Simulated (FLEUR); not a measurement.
Records of electronic-structure calculations.

```
! title: NiAgO2: which magnetic order is lowest
! method: PBEsol with U = 6 eV on Ni d; all-electron FLAPW, Dirac cores, scalar-relativistic bands
! program: FLEUR MaX-R8.1
! settings of one run: kmax 4.4 1/bohr, gmax 13.2 1/bohr, muffin tin radii Ni: 2.36, Ag: 2.48, O: 1.33 bohr, lmax Ni: [8, 6], Ag: [10, 8], O: [6, 4], hist occupations, smearing width 0.08 eV, mixer Anderson, mixing 0.05, max iterations 130, stop 0.0001 me/bohr³, collinear spin, 8×8×2 k-mesh, double counting FLL, mesh matched on, starting moments 2 2 0 0 0 0 0 0 μB
! cost: 2 runs, 6.7 min in all on 4 MPI ranks of Arm Neoverse V1, shared host (the runs of this entry)
! notes: The run is spin-polarised, with a total moment of 2.01 μB a cell. Only 2 starts were tried; other patterns of signs, canted and longer-period orders were not.
! lowest state found: ferromagnetic (initial ferro ++)
! largest site spin moment: 1.43 μB
! next finished state: antiferromagnetic, 17.8 meV a seeded atom higher
CELL_PARAMETERS angstrom
2.99916 0.00000 0.00000
-1.49958 2.59735 0.00000
0.00000 0.00000 12.31513
ATOMIC_POSITIONS crystal
Ni 0.00000 0.00000 0.50000
Ni 0.00000 0.00000 0.00000
Ag 0.66667 0.33333 0.75000
Ag 0.33333 0.66667 0.25000
O 0.33333 0.66667 0.41806
O 0.66667 0.33333 0.91806
O 0.66667 0.33333 0.58194
O 0.33333 0.66667 0.08194
```

[Logs and program files are shortened in this print: banners, set-up blocks, solver, clock and traceback lines can be left out without a mark of their own.]

[Logs are printed without paths, hosts, clocks, repeated set-up lines and the standing remarks that a program may print on its own settings, such as how far it seeks lower states.]

[Hosts, paths, dates, database ids (printed as entryN), source tags and the programs' standing remarks are cut or masked in the printed files.]

[Where a cell is said to come from a database of computed structures, the database is the Materials Project.]
